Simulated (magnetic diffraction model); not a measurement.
# Which magnetic order? DyMnAg

Space group Pnma (no. 62), a = 7.1380 Å, b = 4.4040 Å, c = 7.5880 Å.

| site | atom | x | y | z |
| --- | --- | --- | --- | --- |
| 4c | Dy | 0.5326 | 1/4 | 0.8387 |
| 4c | Ag | 0.2160 | 3/4 | 0.8698 |
| 4c | Mn | 0.8594 | 3/4 | 0.9395 |

The compound is invented for this exercise: a known structure type with other elements, its cell scaled to their sizes and not relaxed.

Only Dy is taken to order (form factors of Dy3+); orders and moment sizes are assumed, and not adapted to the symmetry. Radiation: neutrons of λ = 2.567 Å (absorption by Dy left out), 2° to 85°; isotropic B of 0.29 Å² (Dy), 0.28 Å² (Ag) and 0.41 Å² (Mn). Simulated constant-wavelength pattern: nuclear and magnetic terms add, the magnetic one as |2.695 fm × Σ f S⊥ exp(2πi Q·r) exp(−B s²)|², summed over all Q at one angle with the factor 1/(sin²θ cos θ). For a modulated order the moment at position r is S exp(−2πi k·r) + c.c., with S = m/2 for a sine wave of amplitude m and S = m(u + iv)/2 for moments turning in a plane, u and v being orthogonal unit vectors in it; the phase factor of the sum at Q = H + k is then exp(2πi H·r). Free-ion form factors, Sears's scattering lengths of 1992, no absorption; a label names one of the reflections at its angle. The strongest nuclear line in the range is 100, and lines under 0.2 are left out.

Above the ordering temperature:

```
2θ (°)    index      I
 28.58  (1 0 1)   65.4
 39.38  (0 1 1)   45.9
 39.55  (0 0 2)   19.4
 42.15  (2 0 0)   18.4
 44.91  (1 1 1)   39.9
 45.05  (1 0 2)    6.1
 46.83  (2 0 1)   20.4
 57.55  (1 1 2)   77.2
 59.05  (2 1 1)  100.0
 59.17  (2 0 2)    6.2
 65.14  (1 0 3)   32.0
 68.85  (3 0 1)    6.3
 69.97  (2 1 2)    8.1
 71.31  (0 2 0)   24.5
 71.63  (0 1 3)    0.2
 75.50  (1 1 3)   11.2
 76.92  (2 0 3)    3.7
 78.54  (1 2 1)   24.1
 78.99  (3 1 1)    2.9
 79.10  (3 0 2)   17.8
 84.74  (0 2 2)   12.1
```

Below it (cell unchanged):

```tsv
2θ (°)	I
4.85	264.6
14.58	29.0
21.29	26.9
24.41	10.2
25.43	18.7
28.58	65.4
32.23	11.4
34.25	0.2
34.44	5.0
37.07	1.4
39.38	45.9
39.55	19.4
40.37	4.1
40.53	7.1
42.15	18.4
42.21	2.2
42.46	6.4
42.84	4.6
44.74	2.9
44.83	5.7
44.91	39.9
45.05	6.1
46.83	20.4
47.46	4.8
49.09	2.4
49.31	4.7
49.79	4.6
53.83	4.5
55.40	4.4
55.44	1.8
55.52	3.6
57.29	2.1
57.37	4.3
57.55	77.2
59.05	100.0
59.17	6.2
```
(The table stops after 36 lines; 41 more lie at higher angle.)

**Question.** Find the propagation vector, then choose among these models:
A. moments turning in the plane of [010] and [001], 7.4 μB on Dy; signs + at (0.5326, 1/4, 0.8387), + at (0.9674, 3/4, 0.3387), − at (0.0326, 1/4, 0.6613), + at (0.4674, 3/4, 0.1613)
B. a sine wave with moments along [010] (amplitudes given), 7.4 μB on Dy; signs + at (0.5326, 1/4, 0.8387), + at (0.9674, 3/4, 0.3387), − at (0.0326, 1/4, 0.6613), + at (0.4674, 3/4, 0.1613)
C. moments turning in the plane of [001] and [100], 7.4 μB on Dy; signs + at (0.5326, 1/4, 0.8387), + at (0.9674, 3/4, 0.3387), − at (0.0326, 1/4, 0.6613), + at (0.4674, 3/4, 0.1613)
D. moments turning in the plane of [100] and [010], 7.4 μB on Dy; signs + at (0.5326, 1/4, 0.8387), + at (0.9674, 3/4, 0.3387), − at (0.0326, 1/4, 0.6613), + at (0.4674, 3/4, 0.1613)

The new lines index as (0 0 1/4) at 4.85°, (0 0 3/4) at 14.58°, (1 0 1/4) at 21.29° and (0 0 5/4) at 24.41°, that is as H ± k with k = (0 0 1/4). Satellites come in pairs about each point of the reciprocal lattice.

Magnetic intensity, observed (below minus above) and for each model:

| 2θ (°) | index | observed | A | B | C | D |
| --- | --- | --- | --- | --- | --- | --- |
| 4.85 | (0 0 1/4) | 264.6 | 264.6 | 264.6 | 264.6 | 529.2 |
| 14.58 | (0 0 3/4) | 29.0 | 29.0 | 29.0 | 29.0 | 58.0 |
| 21.29 | (1 0 1/4) | 26.9 | 52.4 | 26.9 | 26.9 | 28.3 |
| 25.43 | (1 0 3/4) | 18.7 | 31.2 | 18.7 | 18.7 | 24.9 |
| 34.25 | (0 1 1/4) | 0.2 | 10.1 | 0.2 | 20.0 | 10.3 |
| 37.07 | (0 1 3/4) | 1.4 | 8.6 | 1.4 | 15.7 | 9.9 |
| 40.37 | (1 1 1/4) | 4.1 | 18.2 | 4.1 | 24.5 | 14.5 |
| 42.84 | (1 1 3/4) | 4.6 | 15.7 | 4.6 | 20.6 | 14.1 |

Model B matches.

The structure used: k = (0 0 1/4), a sine wave with moments along [010] (amplitudes given), 7.4 μB on Dy; signs + at (0.5326, 1/4, 0.8387), + at (0.9674, 3/4, 0.3387), − at (0.0326, 1/4, 0.6613), + at (0.4674, 3/4, 0.1613).

[Logs are printed without paths, hosts, clocks, repeated set-up lines and the standing remarks that a program may print on its own settings, such as how far it seeks lower states.]
